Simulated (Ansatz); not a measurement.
# Ni wire along [100], 13 atoms a period: bands along the axis, part 2 of 2

What gap, if any, does the Ni wire along [100], 13 atoms a period have, and how many channels would it open?

Ansatz 0.2.0; DFT PBE, plane waves, PAW; relaxation of a wire's period; PAW set soft_1 (the session's first sound run).

So far: The structure; Relaxation of atoms and period.

### 2. Relaxation of atoms and period (continued)

Relaxation path:

| step | energy less that of the first step (eV) | largest force component (eV/Å) | pressure (GPa) | volume (Å³) |
| --- | --- | --- | --- | --- |
| 1 | 0.0000 | 1.4323 | -2.78 | 674.24 |
| 2 | -0.7045 | 0.7626 | -1.43 | 659.62 |
| 3 | -0.9054 | 0.5085 | 0.69 | 637.14 |
| 4 | -0.9552 | 0.0137 | -0.04 | 641.13 |
| 5 | -0.9579 | 0.0271 | -0.01 | 637.91 |
| 6 | -0.9611 | 0.0041 | -0.01 | 633.06 |
| 7* | -0.9529 | 0.0042 | 0.00 | 633.06 |

Relaxation steps marked * repeat the geometry before them on a plane-wave basis chosen anew for their cell, so energy and pressure can jump there.

Forces are held to the 16 operations that the run works with; a distortion that breaks them can't arise in this run.

| cell as run | before | after | change |
| --- | --- | --- | --- |
| c (Å) | 3.520 | 3.305 | -6.1 % |

The atoms that moved most (Å, along periodic axes as changes of fractional coordinates times the final cell, across vacuum about the mean position):

| atom | dx | dy | dz | length |
| --- | --- | --- | --- | --- |
| Ni1 | 0.115 | 0.000 | 0.000 | 0.115 |
| Ni4 | 0.000 | 0.115 | 0.000 | 0.115 |
| Ni9 | -0.115 | 0.000 | 0.000 | 0.115 |
| Ni6 | 0.000 | -0.115 | 0.000 | 0.115 |
| Ni12 | 0.000 | 0.043 | 0.000 | 0.043 |
| Ni13 | 0.043 | 0.000 | 0.000 | 0.043 |
| Ni10 | -0.043 | 0.000 | 0.000 | 0.043 |
| Ni11 | 0.000 | -0.043 | 0.000 | 0.043 |

The relaxed structure:

```cif
data_structure
_symmetry_space_group_name_H-M 'P 1'
_symmetry_Int_Tables_number 1
_cell_length_a 13.8400
_cell_length_b 13.8400
_cell_length_c 3.3050
_cell_angle_alpha 90.000
_cell_angle_beta 90.000
_cell_angle_gamma 90.000
_cell_volume 633.06
loop_
_atom_site_label
_atom_site_type_symbol
_atom_site_fract_x
_atom_site_fract_y
_atom_site_fract_z
_atom_site_occupancy
Ni1 Ni 0.25395 0.50000 0.00000 1
Ni2 Ni 0.37402 0.37402 0.00000 1
Ni3 Ni 0.37402 0.62598 0.00000 1
Ni4 Ni 0.50000 0.25395 0.00000 1
Ni5 Ni 0.50000 0.50000 0.00000 1
Ni6 Ni 0.50000 0.74605 0.00000 1
Ni7 Ni 0.62598 0.37402 0.00000 1
Ni8 Ni 0.62598 0.62598 0.00000 1
Ni9 Ni 0.74605 0.50000 0.00000 1
Ni10 Ni 0.36974 0.50000 0.50000 1
Ni11 Ni 0.50000 0.36974 0.50000 1
Ni12 Ni 0.50000 0.63026 0.50000 1
Ni13 Ni 0.63026 0.50000 0.50000 1
```

This step gave:

```yaml
energy_at_zero_smearing: -75903.3990 eV
total_moment: 10.15 μB
absolute_moment: 11.21 μB
cell_length_along_the_wire: 3.305 Å
```

Site moment by atom:

| atom | site moment (μB) |
| --- | --- |
| Ni1 | 0.799 |
| Ni2 | 0.845 |
| Ni3 | 0.845 |
| Ni4 | 0.799 |
| Ni5 | 0.767 |
| Ni6 | 0.799 |
| Ni7 | 0.845 |
| Ni8 | 0.845 |
| Ni9 | 0.799 |
| Ni10 | 0.700 |
| Ni11 | 0.700 |
| Ni12 | 0.700 |
| Ni13 | 0.700 |

The cell's length comes to 3.305 Å with an absolute moment of 11.21 μB a cell.

### 3. The perfect wire

This step: DFT PBE, plane waves, PAW; bands of a perfect wire; PAW set soft_1 (Ansatz 0.2.0).

At the relaxed period the bands are computed along the axis; those that cross an energy going forward count the channels that a perfect wire would open there.

Input file input.yaml:

```yaml
crystal:
  lattice:
    - [13.84, 0.0, 0.0]
    - [0.0, 13.84, 0.0]
    - [0.0, 0.0, 3.30499697]
  atoms:
    - { symbol: Ni, position: [0.253952385, 0.5, 0.0], spin: 0.8 }
    - { symbol: Ni, position: [0.374016701, 0.374016701, 0.0], spin: 0.84 }
    - { symbol: Ni, position: [0.374016701, 0.625983299, 0.0], spin: 0.84 }
    - { symbol: Ni, position: [0.5, 0.253952385, 0.0], spin: 0.8 }
    - { symbol: Ni, position: [0.5, 0.5, 0.0], spin: 0.77 }
    - { symbol: Ni, position: [0.5, 0.746047615, 0.0], spin: 0.8 }
    - { symbol: Ni, position: [0.625983299, 0.374016701, 0.0], spin: 0.84 }
    - { symbol: Ni, position: [0.625983299, 0.625983299, 0.0], spin: 0.84 }
    - { symbol: Ni, position: [0.746047615, 0.5, 0.0], spin: 0.8 }
    - { symbol: Ni, position: [0.369741369, 0.5, 0.5], spin: 0.7 }
    - { symbol: Ni, position: [0.5, 0.369741369, 0.5], spin: 0.7 }
    - { symbol: Ni, position: [0.5, 0.630258631, 0.5], spin: 0.7 }
    - { symbol: Ni, position: [0.630258631, 0.5, 0.5], spin: 0.7 }
magnetization:
  spin_polarized: true
kpoints:
  mp_grid: { grid: [1, 1, 25] }
  band_path: { path: ["Γ", Z], npoints: 90 }
scf:
  occupations: { method: fermi_dirac, width: 0.05 }
hamiltonian:
  xc: pbe
  pseudopotentials: { kind: paw, azcp: { folder: soft_1 } }
output:
  dos: { e_range: [-5, 4] }
  write_potential: true
  write_density: true
  volumetric_format: npy
```

Command:

```console
> ansatz run input.yaml --threads 4 --pin off --max-ram 16384MiB --backend cpu --events-out ev --progress --plain --runs-dir out
```

Numbers of over 12 decimals in the logs are rounded to 6 here.

The program printed:

```text
[...]
Crystal: 13 atoms, lattice volume = 633.058 Å³
Basis set: ecut = 420 eV, 12423 PW (Γ)
Bands: 147, of which v1, the nominal top of the filled ones, is band 117 counted from 1 (116 counted from 0)
Symmetry: 16 space group operations
[...]
k-points: 13 of 25
[...]
Starting moments: Σ|m| = 10.13 μB on 13 of 13 sites
[...]
SCF iter   1: F=—  HF=-75891.748180 eV  |F-HF|=—  |Δ(HF+E_count)|=         —  Δρ=2.58e-2 (↑2.58e-2 ↓2.14e-2)  dr2=2.95e1  dr2_m=1.96e0  M=11.605 μB ∫|m|=12.017 μB  β_m=0.30  ethr=3.10e-3  ⟨swp⟩=8.7  Hψ=18926  notcnv=0  defer=162
[...]
SCF iter  16: F=-75903.498840 eV  HF=-75903.498840 eV  |F-HF|=1.13e-8  |Δ(HF+E_count)|=   5.43e-9  Δρ=1.14e-6 (↑4.67e-7 ↓1.14e-6)  dr2=1.22e-8  dr2_m=1.06e-9  M=10.161 μB ∫|m|=11.202 μB  ethr=4.08e-12  ⟨swp⟩=14.0  Hψ=18513  notcnv=0
SCF 1 converged in 16 iterations: F = -75903.498840 eV  dr2 = 1.22e-8
[...]
WARN: The output density's exchange-correlation potential varies sharply where the density is thin. Do not read a vacuum level from v_tot or v_xc, or from such a field of the output density. On a cell that repeats whose density bears no net charge and no dipole along the vacuum's axis use v_es (v_loc + v_h of the components); under efield.dipole_correction with no amplitude use v_es + v_field, which holds any externa [...]
NSCF: frozen V_eff on 91 k-points
SCF converged after 16 iterations
Magnetization: 10.1607 μB (122.0804 up, 111.9196 down)
Absolute magnetization: 11.2138 μB (∫|ρ↑−ρ↓|, with the PAW one-centre terms)
[...]
Per-site moments (μB) at R_I (Å): [(0.799616, 0.949541), (0.845263, 0.991239), (0.845263, 0.991239), (0.799616, 0.949541), (0.767361, 1.008794), (0.799616, 0.949541), (0.845263, 0.991239), (0.845263, 0.991239), (0.799616, 0.949541), (0.699921, 0.949541), (0.699921, 0.949541), (0.699921, 0.949541), (0.699921, 0.949541)]
Free energy (F): -75903.498840 eV
[...]
Internal energy: -75903.298855 eV  (E = F + TS)
E sigma→0 (E₀):  -75903.398847 eV
Entropy (-TS):   -0.199984 eV (-15.383 meV/atom)
Fermi energy:    0.914382 eV
[...]
--- Band table (eV; the first three rows and the last of 26) ---
  k-point 0 ↑: bands = [... 113 lower, 0.1792, 0.1792, 0.1895, 0.2094, 0.2589, 0.2848, 0.3030, 0.3314, ... 26 higher]
  k-point 1 ↑: bands = [... 113 lower, 0.1668, 0.1668, 0.1905, 0.1933, 0.2557, 0.3026, 0.3128, 0.3267, ... 26 higher]
  k-point 2 ↑: bands = [... 113 lower, 0.1401, 0.1599, 0.1672, 0.1908, 0.2473, 0.3133, 0.3413, 0.3427, ... 26 higher]
  k-point 12 ↓: bands = [... 113 lower, 1.0019, 1.0212, 1.0888, 1.1495, 1.1495, 1.2345, 1.4126, 1.4126, ... 26 higher]
```

Wall time 5.6 min (4 threads of Arm Neoverse V1, shared host); peak memory 7.1 GiB.

This step gave:

- energy at zero smearing: -75903.3988 eV
- total moment: 10.16 μB
- band gap: 0 eV

Between Γ and Z the bands cross the Fermi level 17 times, so a perfect wire would conduct at least 8.5 G₀, with an absolute moment of 11.21 μB a cell.

### 4. What came out

```
cell length, PBE                                            : 3.305 Å
absolute moment, PBE                                        : 11.2 μB
ballistic conductance by band crossings, a lower bound, PBE : 8.5 G₀
```

In words: Under PBE the cell's length is 3.30 Å, the absolute moment is 11.21 μB a cell, and the bands cross the Fermi level 17 times between Γ and Z, which gives a perfect wire at least 8.5 G₀ (opposite crossings within one step of the path cancel in such a count). In the perfect wire the moments were started parallel, and no opposed start was run. No search over magnetic orders was made; another may lie lower.

[Logs are printed without paths, hosts, clocks, repeated set-up lines and the standing remarks that a program may print on its own settings, such as how far it seeks lower states.]

[Hosts, paths, dates, database ids (printed as entryN), source tags and the programs' standing remarks are cut or masked in the printed files.]
